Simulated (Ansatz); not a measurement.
**LiZrBr3 (built on the sites of a database entry of CsSnBr3): following an unstable mode**

Wanted: the energy along a soft mode of LiZrBr3 (built on the sites of a database entry of CsSnBr3) and the structure at the end.

Program: Ansatz 0.2.0. Level of theory: DFT PBEsol, scalar-relativistic, plane waves, norm-conserving pseudopotentials. Results are calculated unless marked as measured.

The structure was built from a prototype and need not be the compound's stable phase.

### Step 1. Set-up

The structure is cubic, space group Pm-3m (No. 221). Conventional cell: a = 5.288 Å, b = 5.288 Å, c = 5.288 Å, α = 90.00°, β = 90.00°, γ = 90.00°. Li has 12 Br at 3.74 Å nearest. Nearest to Zr lie 6 Br at 2.64 Å. Br has 2 Zr at 2.64 Å nearest. Farther neighbours and most contacts between anions are not listed.

As a file:

```cif
data_structure
_symmetry_space_group_name_H-M 'P 1'
_symmetry_Int_Tables_number 1
_cell_length_a 5.2881
_cell_length_b 5.2881
_cell_length_c 5.2881
_cell_angle_alpha 90.000
_cell_angle_beta 90.000
_cell_angle_gamma 90.000
_cell_volume 147.88
loop_
_atom_site_label
_atom_site_type_symbol
_atom_site_fract_x
_atom_site_fract_y
_atom_site_fract_z
_atom_site_occupancy
Li1 Li 0.00000 0.00000 0.00000 1
Zr2 Zr 0.50000 0.50000 0.50000 1
Br3 Br 0.50000 0.00000 0.50000 1
Br4 Br 0.50000 0.50000 0.00000 1
Br5 Br 0.00000 0.50000 0.50000 1
```

### Step 2. Phonons on a q mesh

The cell comes from relaxations at this level that are not shown. Stability and thermal properties need the whole zone. Linear response on a 2×2×2 q mesh gives force constants as far as a supercell of that size would.

File input.yaml:

```yaml
crystal:
  lattice:
    - [5.2880942881, 0.0, 0.0]
    - [0.0, 5.2880942881, 0.0]
    - [0.0, 0.0, 5.2880942881]
  atoms:
    - { symbol: Li, position: [0.0, 0.0, 0.0] }
    - { symbol: Zr, position: [0.5, 0.5, 0.5] }
    - { symbol: Br, position: [0.5, 0.0, 0.5] }
    - { symbol: Br, position: [0.5, 0.5, 0.0] }
    - { symbol: Br, position: [0.0, 0.5, 0.5] }
kpoints:
  mp_grid: { grid: [8, 8, 8] }
hamiltonian:
  xc: pbesol
  pseudopotentials: { kind: nc }
scf:
  occupations: { method: methfessel_paxton, width: 0.2 }
output:
  eigenvalues: true
phonons:
  method: dfpt
  qmesh: [2, 2, 2]
  temperatures: { t_max: 1000, t_step: 50 }
  qpath:
    path:
      - [[0.0, 0.0, 0.0], [0.0, 0.5, 0.0], [0.5, 0.5, 0.0], [0.0, 0.0, 0.0], [0.5, 0.5, 0.5], [0.0, 0.5, 0.0]]
      - [[0.5, 0.5, 0.5], [0.5, 0.5, 0.0]]
    npoints: 10
```

Command:

```sh
> ansatz run input.yaml --threads 4 --pin off --max-ram 14336MiB --backend cpu --events-out ev --progress --plain --runs-dir out
```

Numbers of over 12 decimals in the logs are rounded to 6 here.

Log:

```text
Engine: ansatz 0.2.0, aarch64-unknown-linux-gnu
Pseudopotentials: kind: nc
Pseudopotential: Li, nc, valence charge 3, recommended cutoff 1006.821291 eV (normal), Li.nc.azcp (PseudoDojo's, or run here from an input of PseudoDojo's: the run reads no file of this project's for it)
Pseudopotential: Zr, nc, valence charge 12, recommended cutoff 897.975746 eV (normal), Zr.nc.azcp (PseudoDojo's, or run here from an input of PseudoDojo's: the run reads no file of this project's for it)
Pseudopotential: Br, nc, valence charge 7, recommended cutoff 625.861884 eV (normal), Br.nc.azcp (PseudoDojo's, or run here from an input of PseudoDojo's: the run reads no file of this project's for it)
Functional definition: PBEsol
  exchange = pbesol_x
  correlation = pbesol_c
Crystal: 5 atoms, lattice volume = 147.876 Å³
Basis set: ecut = 1006.821291 eV, 10827 PW (Γ), exchange–correlation on 120×120×120 points (8 copies of the dense FFT grid, shifted against one another)
Bands: 23, of which v1, the nominal top of the filled ones, is band 18 counted from 1 (17 counted from 0)
Symmetry: 48 space group operations
k-points: 35 of 512
Non-local potential: Li, projectors of the file, l = 0: 2, l = 1: 2
Non-local potential: Zr, projectors of the file, l = 0: 2, l = 1: 2, l = 2: 2
Non-local potential: Br, projectors of the file, l = 0: 2, l = 1: 2, l = 2: 2
Initial density: superposition of atomic densities (chi_scale 0.1, normalization cell), built separately for each of the 2 bonded fragments (scf.initial_density.interfragment_charge_transfer: auto; true builds it for the cell as a whole; a typed value also counts as a typed key of the start: scf.initial_density.chi_scale says what that changes, if anything)
Initial wavefunctions: pseudopotential atomic-orbital guess
Functional: x = pbesol(κ = 0.804, μ = 0.123457), c = pbesol(β = 0.046)
SCF iter   1: F=—  HF=-2863.032445 eV  |F-HF|=—  |Δ(HF+E_count)|=         —  Δρ=6.32e-2  dr2=1.75e1  ethr=3.10e-3  ⟨swp⟩=6.3  Hψ=3957  notcnv=0
preconditioner: auto → Kerker (q_TF=auto, 2.156 Å⁻¹)  [metal: Δε(μ)=0.112 eV  Ē_g=7.609 eV  σ=0.200 eV  W_gap=0.43  n_scr=26 (ndim 8)  ℏωp=15.6 eV  f_vac=0.000  D(μ)=2.99/eV (n_scr^D=18)]
SCF iter   2: F=—  HF=-2859.622490 eV  |F-HF|=—  |Δ(HF+E_count)|=    3.41e0  S|Δr|=    0.00e0  Δρ=1.82e-2  dr2=2.36e0  ethr=3.10e-3  ⟨swp⟩=7.4  Hψ=7279  notcnv=0
automatic band count: the SCF goes on with 28 bands, as 23 were too few: they end inside the smearing window of the response
preconditioner: auto → Resta (q_TF=auto, 2.156 Å⁻¹)  ε∞=4.2  [insulator: Δε(μ)=0.134 eV  Ē_g=7.638 eV  σ=0.200 eV  W_gap=0.51  n_scr=26 (ndim 8)  ℏωp=13.7 eV  f_vac=0.000  D(μ)=1.27/eV (n_scr^D=6)  ε∞_Penn≈4.2]
SCF iter   3: F=—  HF=-2858.967868 eV  |F-HF|=—  |Δ(HF+E_count)|=   6.55e-1  S|Δr|=    0.00e0  Δρ=7.79e-3  dr2=5.12e-1  ethr=3.10e-3  ⟨swp⟩=3.0  Hψ=1718  notcnv=0  defer=69
SCF iter   4: F=—  HF=-2858.845625 eV  |F-HF|=—  |Δ(HF+E_count)|=   1.22e-1  S|Δr|=    0.00e0  Δρ=5.11e-3  dr2=1.09e-1  ethr=1.42e-3  ⟨swp⟩=3.0  Hψ=1657  notcnv=0  defer=69
SCF iter   5: F=—  HF=-2858.824085 eV  |F-HF|=—  |Δ(HF+E_count)|=   2.15e-2  S|Δr|=    0.00e0  Δρ=1.11e-3  dr2=8.16e-3  ethr=3.03e-4  ⟨swp⟩=1.4  Hψ=1302  notcnv=0  defer=64
SCF iter   6: F=—  HF=-2858.822608 eV  |F-HF|=—  |Δ(HF+E_count)|=   1.48e-3  S|Δr|=    0.00e0  Δρ=3.49e-4  dr2=7.38e-4  ethr=2.27e-5  ⟨swp⟩=2.5  Hψ=1350  notcnv=0  defer=64
SCF iter   7: F=—  HF=-2858.822540 eV  |F-HF|=—  |Δ(HF+E_count)|=   6.80e-5  S|Δr|=    0.00e0  Δρ=1.25e-4  dr2=8.45e-5  ethr=2.05e-6  ⟨swp⟩=1.7  Hψ=1070  notcnv=0  defer=64
SCF iter   8: F=—  HF=-2858.822526 eV  |F-HF|=—  |Δ(HF+E_count)|=   1.39e-5  S|Δr|=    0.00e0  Δρ=2.83e-5  dr2=3.98e-6  ethr=2.35e-7  ⟨swp⟩=1.8  Hψ=997  notcnv=0  defer=64
SCF iter   9: F=—  HF=-2858.822530 eV  |F-HF|=—  |Δ(HF+E_count)|=   3.98e-6  S|Δr|=    0.00e0  Δρ=1.19e-5  dr2=9.36e-7  ethr=1.11e-8  ⟨swp⟩=2.5  Hψ=1394  notcnv=0  defer=64
SCF iter  10: F=—  HF=-2858.822464 eV  |F-HF|=—  |Δ(HF+E_count)|=   6.65e-5  S|Δr|=    0.00e0  Δρ=2.39e-6  dr2=3.37e-8  ethr=2.60e-9  ⟨swp⟩=2.2  Hψ=1254  notcnv=0  defer=64
SCF iter  11: F=—  HF=-2858.822464 eV  |F-HF|=—  |Δ(HF+E_count)|=   2.23e-9  S|Δr|=    0.00e0  Δρ=5.54e-7  dr2=7.82e-10  ethr=9.37e-11  ⟨swp⟩=2.6  Hψ=1471  notcnv=0  defer=64
SCF iter  12: F=—  HF=-2858.822464 eV  |F-HF|=—  |Δ(HF+E_count)|=  1.32e-11  S|Δr|=    0.00e0  Δρ=1.19e-7  dr2=1.47e-11  ethr=2.17e-12  ⟨swp⟩=2.2  Hψ=1457  notcnv=0  defer=64
SCF iter  13: F=-2858.822464 eV  HF=-2858.822464 eV  |F-HF|=1.36e-12  |Δ(HF+E_count)|=  6.37e-12  S|Δr|=    0.00e0  Δρ=1.45e-8  dr2=2.00e-13  ethr=1.00e-12  ⟨swp⟩=15.0  Hψ=6201  notcnv=0
SCF 1 converged in 13 iterations: F = -2858.822464 eV  dr2 = 2.00e-13
Initial density: read from a saved state, or passed on in memory by an earlier SCF of this step, an earlier step, the calling program or the single point that the run made first
iter 1 solved again at ethr=2.28e-7 eV; its pass at ethr=3.10e-3 eV (dr2=8.21e-5 eV) is discarded
SCF iter   1: F=—  HF=-2858.822529 eV  |F-HF|=—  |Δ(HF+E_count)|=         —  Δρ=1.20e-6  dr2=1.34e-9  ethr=2.28e-7  ⟨swp⟩=4.5  Hψ=7252  notcnv=0
eigensolver tolerance schedule: the retry pair's looser diagonalisation over-reported the residual by 61415.83 of it (diagonalisation noise at an unbounded share of the residual, at the tolerance the schedule requests for it); recorded, not acted on — ethr = c·dr2/N_el stays at c = 1.0e-1
preconditioner: auto → LDOS  [metal: Δε(μ)=0.020 eV  Ē_g=6.180 eV  σ=0.200 eV  W_gap=0.09  n_scr=26 (ndim 8)  ℏωp=13.7 eV  f_vac=0.072  D(μ)=2.74/eV (n_scr^D=18)  β→1.0]
SCF iter   2: F=—  HF=-2858.822464 eV  |F-HF|=—  |Δ(HF+E_count)|=   6.49e-5  S|Δr|=    0.00e0  Δρ=1.26e-6  dr2=1.68e-9  ethr=3.71e-12  ⟨swp⟩=4.4  Hψ=2709  notcnv=0
SCF iter   3: F=—  HF=-2858.822464 eV  |F-HF|=—  |Δ(HF+E_count)|=  4.26e-10  S|Δr|=    0.00e0  Δρ=6.11e-7  dr2=3.57e-10  ethr=3.71e-12  ⟨swp⟩=2.8  Hψ=1305  notcnv=0
SCF iter   4: F=—  HF=-2858.822464 eV  |F-HF|=—  |Δ(HF+E_count)|=  4.68e-11  S|Δr|=    0.00e0  Δρ=4.32e-7  dr2=1.81e-10  ethr=1.00e-12  ⟨swp⟩=1.0  Hψ=805  notcnv=0
SCF iter   5: F=—  HF=-2858.822464 eV  |F-HF|=—  |Δ(HF+E_count)|=  3.18e-11  S|Δr|=    0.00e0  Δρ=2.65e-7  dr2=6.94e-11  ethr=1.00e-12  ⟨swp⟩=1.0  Hψ=805  notcnv=0
SCF iter   6: F=-2858.822464 eV  HF=-2858.822464 eV  |F-HF|=5.00e-12  |Δ(HF+E_count)|=  1.46e-11  S|Δr|=    0.00e0  Δρ=9.81e-8  dr2=8.33e-12  ethr=1.00e-12  ⟨swp⟩=2.8  Hψ=2285  notcnv=0
SCF 2 converged in 6 iterations: F = -2858.822464 eV  dr2 = 8.33e-12
phonons: the bands overlap, so this run is a metal and interpolates without the dipole-dipole term. If the crystal is really an insulator or semiconductor, its LO-TO splitting is missing
NSCF: frozen V_eff on 35 k-points
NSCF: frozen V_eff on 125 k-points
DFPT response loops at q = (0, 0, 0) (fractional): preconditioner auto → Kerker (q_TF=auto, 2.156 Å⁻¹) (partly filled bands, converged f_vac=0.072); β = 1.00, the filter's whole step (`scf.mixing.beta` (0.50) is not read by the response loops under this deck's `scf.mixing.preconditioner`; to damp them name `kerker` or `kerker_dos`, under which they read `scf.mixing.beta`, and type it under 1.00, their step now; both keys bind the ground state too); Broyden in place of MSR1
NSCF: frozen V_eff on 250 k-points
DFPT response loops at q = (0, 0, -0.5) (fractional): mixed as the last ones told, above
NSCF: frozen V_eff on 250 k-points
DFPT response loops at q = (0, -0.5, -0.5) (fractional): mixed as the last ones told, above
NSCF: frozen V_eff on 250 k-points
DFPT response loops at q = (-0.5, -0.5, -0.5) (fractional): mixed as the last ones told, above
SCF converged after 13 iterations
Stability not checked: this state was not tested for a lower state beside it, because cold or Methfessel-Paxton smearing, or corrected tetrahedra, fill the levels in a way that the test cannot read (fill_not_monotonic; see scf.lower_state_search)
Free energy (F): -2858.822464 eV
Harris-Foulkes:  -2858.822464 eV  (|F-HF|=1.36e-12)
Internal energy: -2858.825209 eV  (E = F + TS)
E sigma→0 (E₀):  -2858.823150 eV
Entropy (-TS):   0.002745 eV (0.549 meV/atom)
Fermi energy:    6.405806 eV
--- Per-component energies (eV) ---
  E_band       = -341.928621
  E_kinetic    = 894.248781
  E_local      = -2309.315969  (includes V_loc(G=0)·N_el)
  E_nonlocal   = 202.112014
  E_hartree    = 727.083660
  E_xc         = -736.496988
  E_vxc        = -583.140757  (∫ρ·V_xc dr)
  E_ewald      = -1636.456707
  E_smearing   = 0.002745  (= −TS)
  E_closure    = 0.000000  (closes the sum)
  Σ components = -2858.822464   (vs F -2858.822464, Δ=0.00e0)
--- Band table (eV; the first three rows and the last of 35) ---
  k-point 0: bands = [... 14 lower, 2.1258, 2.1258, 2.1258, 5.4461, 5.4461, 5.4461, 5.7986, 7.1238, ... 6 higher]
  k-point 1: bands = [... 14 lower, 1.8303, 2.0783, 2.0783, 5.4547, 5.6727, 5.6727, 5.9764, 7.1250, ... 6 higher]
  k-point 2: bands = [... 14 lower, 1.6714, 2.0357, 2.0357, 5.4757, 6.2170, 6.2170, 6.4135, 7.1279, ... 6 higher]
  k-point 34: bands = [... 14 lower, 2.6293, 2.6293, 2.6293, 6.4908, 7.7688, 7.7688, 7.7688, 9.7569, ... 6 higher]
--- Phonons (Γ-DFPT): 4 representative perturbations + reference (Σ response iterations 12) ---
  ASR residual: 6.726e-5 → 0.000e0 eV/Å²; symmetrization residual: 1.142e-6 eV/Å²
  ASR residual per site (eV/Å²): 7.85e-6 6.73e-5 4.90e-6 4.90e-6 4.90e-6
  Γ frequencies (cm⁻¹): -154.02 -154.02 -154.02 0.00 0.00 0.00 39.02 39.02 39.02 86.04 86.04 86.04 253.80 253.80 253.80
--- Phonons (arbitrary-q DFPT): 4 irreducible q on the 2×2×2 mesh ---
  q = [0.0000, 0.0000, 0.0000] (star 1, of the zone-centre solve; hermiticity 2.10e-7, symmetrization 1.64e-14): -154.02 -154.02 -154.02 -0.00 -0.00 0.00 39.02 39.02 39.02 86.04 86.04 86.04 253.80 253.80 253.80
  q = [0.0000, 0.0000, -0.5000] (star 3, 9 solved perturbations in 975 linear systems a pass and spin channel, the states on 125 of 512 k-point pairs; hermiticity 1.00e-7, symmetrization 3.00e-13, the responses' own estimated error 2.5e-5 eV/Å²): -149.49 -149.49 -116.96 -5.86 -5.86 38.12 38.12 45.89 62.48 70.93 70.93 125.97 212.82 249.07 249.07
  q = [0.0000, -0.5000, -0.5000] (star 3, 9 solved perturbations in 975 linear systems a pass and spin channel, the states on 125 of 512 k-point pairs; hermiticity 1.22e-7, symmetrization 3.61e-14, the responses' own estimated error 3.0e-5 eV/Å²): -144.75 -136.09 -136.09 -46.19 27.28 27.28 39.45 60.75 60.75 84.01 127.12 127.12 211.47 216.63 243.57
  q = [-0.5000, -0.5000, -0.5000] (star 1, 4 solved perturbations in 350 linear systems a pass and spin channel, the states on 125 of 512 k-point pairs; hermiticity 1.93e-7, symmetrization 2.23e-13, the responses' own estimated error 3.2e-5 eV/Å²): -150.97 -150.97 -150.97 -49.02 -49.02 -49.02 85.09 85.09 85.09 120.31 120.31 120.31 213.67 213.67 219.63
  sum rule: each row above includes the acoustic sum rule's correction from the zone centre's row sums; it moved no ω² by more than (0.55 cm⁻¹)²
  mesh force constants: q→R imaginary residual 1.00e-18; ASR residual 6.726e-5 → 0.000e0 eV/Å²; symmetrization residual 8.882e-15 eV/Å²
  interpolated dispersion: 62 rows × 15 modes
  density of states and harmonic sums: on the 12×12×12 q-mesh, interpolated from the force constants of a 2×2×2 supercell (no non-analytic term)
  largest difference from the sums on the solved wave vectors: F 1.16e-1 eV, S 1.43e-4 and C_V 2.71e-5 eV/K
  zero-point energy: 0.074656 eV/cell   skipped modes (ω ≤ 0): 393, of them read as no rigid motion or as one in doubt: 390 (4.559e0 modes/cell left out, lowest -154.02 cm⁻¹)   left out of the sums: 3.04e-1 of the cell's modes: C_V's classical limit lies that fraction below 3 k_B per atom; for a crystal, a wire or a layer, F and S can be off by more, and a phonons.interpolated_qmesh denser along its periods is the remedy for the sampling
```

Elapsed: 12 min, on 4 threads of Arm Neoverse V1, shared host; peak memory 3.7 GiB.

Numbers from this step:

* volume per atom: 29.58 Å³
* gap on the k-mesh: 0 eV
* sum-rule residual before enforcement: 6.73e-5 eV/Å²
* lowest frequency on the path: -154.0 cm⁻¹
* point group: m-3m
* highest frequency on the path or at a solved wavevector: 253.8 cm⁻¹
* highest optical mode at the zone centre (no LO-TO term): 253.8 cm⁻¹
* lowest optical zone-centre mode: -154.0 cm⁻¹
* lowest mode on the q mesh (acoustic modes at Γ apart): -154.0 cm⁻¹

Frequencies (cm⁻¹) solved at each irreducible wavevector; negative means imaginary. Frequencies by wavevector, by row:

```
q in reciprocal lattice units  star  mode 1  mode 2  mode 3  mode 4  mode 13  mode 14  mode 15
                        0 0 0     1    -154    -154    -154       0    253.8    253.8    253.8
                     0 0 -0.5     3  -149.5  -149.5    -117    -5.9    212.8    249.1    249.1
                  0 -0.5 -0.5     3  -144.8  -136.1  -136.1   -46.2    211.5    216.6    243.6
               -0.5 -0.5 -0.5     1    -151    -151    -151     -49    213.7    213.7    219.6
```

Interpolated from a 2×2×2 q mesh. The phonon branches at the labelled points (cm⁻¹):

```
    point  branch 1  branch 2  branch 3  branch 4  branch 12  branch 13  branch 14  branch 15
        Γ      -154      -154      -154         0         86        254        254        254
  halfway      -152      -152      -137        -5        101        236        251        251
        X      -150      -150      -117        -6        126        213        249        249
  halfway      -147      -143      -127       -32        126        213        233        246
        M      -145      -136      -136       -46        127        212        217        244
  halfway      -150      -141      -139       -15        101        233        235        249
        Γ      -154      -154      -154         0         86        254        254        254
  halfway      -143      -143      -142       -24        100        232        232        234
        R      -151      -151      -151       -49        120        214        214        220
  halfway      -146      -145      -136       -36        125        214        230        232
        X      -150      -150      -117        -6        126        213        249        249
jump to R      -151      -151      -151       -49        120        214        214        220
  halfway      -148      -144      -144       -48        124        213        217        230
        M      -145      -136      -136       -46        127        212        217        244
```

Symmetry leaves 4 wavevectors to solve. The lowest mode among them, the acoustic zeros apart, lies at Γ and is imaginary, 154.0i cm⁻¹, so the energy falls along it.

### Step 3. The mode frozen in, largest atomic shift 0 Å

The mode followed lies at Γ with frequency 154.0i cm⁻¹ and is 3-fold degenerate, the softest among the wavevectors solved. At small amplitude the distorted cell has space group no. 38 by a symmetry search on the positions. The undistorted cell that holds it gives the zero of energy on the same k mesh.

input.yaml, the sections that differ from step 2:

```yaml
output:
  forces: true
  stress: true
  eigenvalues: true
# crystal, kpoints, hamiltonian, scf: as in step 2
# phonons: removed
```

Log:

```text
[...]
Crystal: 5 atoms, lattice volume = 147.876 Å³
Basis set: ecut = 1006.821291 eV, 10827 PW (Γ), exchange–correlation on 120×120×120 points (8 copies of the dense FFT grid, shifted against one another)
Bands: 23, of which v1, the nominal top of the filled ones, is band 18 counted from 1 (17 counted from 0)
Symmetry: 48 space group operations
[...]
k-points: 35 of 512
[...]
k-point 0: bands = [... 14 lower, 2.1259, 2.1259, 2.1259, 5.4462, 5.4462, 5.4462, 5.7986, 7.1239, ... 1 higher]
  k-point 1: bands = [... 14 lower, 1.8303, 2.0784, 2.0784, 5.4548, 5.6728, 5.6728, 5.9764, 7.1251, ... 1 higher]
  k-point 2: bands = [... 14 lower, 1.6714, 2.0357, 2.0357, 5.4757, 6.2171, 6.2171, 6.4135, 7.1280, ... 1 higher]
  k-point 34: bands = [... 14 lower, 2.6294, 2.6294, 2.6294, 6.4908, 7.7688, 7.7688, 7.7688, 9.7569, ... 1 higher]
[key lines of the parts left out:]
SCF converged after 12 iterations
Free energy (F): -2858.822464 eV
Fermi energy:    6.405871 eV
P = ⅓ Tr σ = 0.0091 GPa (0.091 kbar)
```

The job ended after 7.3 s (4 threads; peak memory 0.83 GiB).

Numbers from this step:

| Item | Value |
| --- | --- |
| pressure | 0.009070 GPa |
| energy from the undistorted cell | 0 meV/atom |

The run ends at a pressure of 0.01 GPa.

### Step 4. The mode frozen in, largest atomic shift 0.6 Å

The atoms are moved along the unstable eigenvector, the largest shift by 0.6 Å, with the cell fixed.

input.yaml, the sections that differ from step 3:

```yaml
crystal:
  lattice:
    - [5.2880942881, 0.0, 0.0]
    - [0.0, 5.2880942881, 0.0]
    - [0.0, 0.0, 5.2880942881]
  atoms:
    - { symbol: Li, position: [0.0, 0.0802300499, 0.0802300499] }
    - { symbol: Zr, position: [0.5, 0.4993991988, 0.4993991988] }
    - { symbol: Br, position: [0.5, -0.0007671586, 0.4972423707] }
    - { symbol: Br, position: [0.5, 0.4972423707, -0.0007671586] }
    - { symbol: Br, position: [0.0, 0.4972423707, 0.4972423707] }
# kpoints, hamiltonian, scf, output: as in step 3
```

Log:

```text
[...]
Crystal: 5 atoms, lattice volume = 147.876 Å³
Basis set: ecut = 1006.821291 eV, 10827 PW (Γ), exchange–correlation on 120×120×120 points (8 copies of the dense FFT grid, shifted against one another)
Bands: 23, of which v1, the nominal top of the filled ones, is band 18 counted from 1 (17 counted from 0)
Symmetry: 4 space group operations
[...]
k-point 0: bands = [... 14 lower, 2.0791, 2.0875, 2.1050, 5.4096, 5.4458, 5.4487, 5.9234, 7.1240, ... 6 higher]
  k-point 1: bands = [... 14 lower, 1.8106, 2.0317, 2.0362, 5.4363, 5.6579, 5.6712, 6.0980, 7.1276, ... 6 higher]
  k-point 2: bands = [... 14 lower, 1.6167, 1.9717, 1.9892, 5.4594, 6.2031, 6.2137, 6.5275, 7.1306, ... 6 higher]
  k-point 104: bands = [... 14 lower, 2.5373, 2.5820, 2.6180, 6.6306, 7.7662, 7.7817, 7.7971, 9.4061, ... 6 higher]
[key lines of the parts left out:]
SCF converged after 11 iterations
Free energy (F): -2858.932815 eV
Fermi energy:    6.413288 eV
P = ⅓ Tr σ = 0.0731 GPa (0.731 kbar)
```

Run time: 41 s. Hardware: 4 threads; peak memory 1.3 GiB; 2.7 min of CPU time.

Numbers from this step:

* pressure: 0.07310 GPa
* energy from the undistorted cell: -22.16 meV/atom

The energy, extrapolated to zero smearing, is -22.16 meV/atom against the undistorted cell.

The run ends at a pressure of 0.07 GPa, with forces up to 0.35 eV/Å.

(Part 1 of 2 ends here.)

[Logs are printed without paths, hosts, clocks, repeated set-up lines and the standing remarks that a program may print on its own settings, such as how far it seeks lower states.]

[Hosts, paths, dates, database ids (printed as entryN), source tags and the programs' standing remarks are cut or masked in the printed files.]
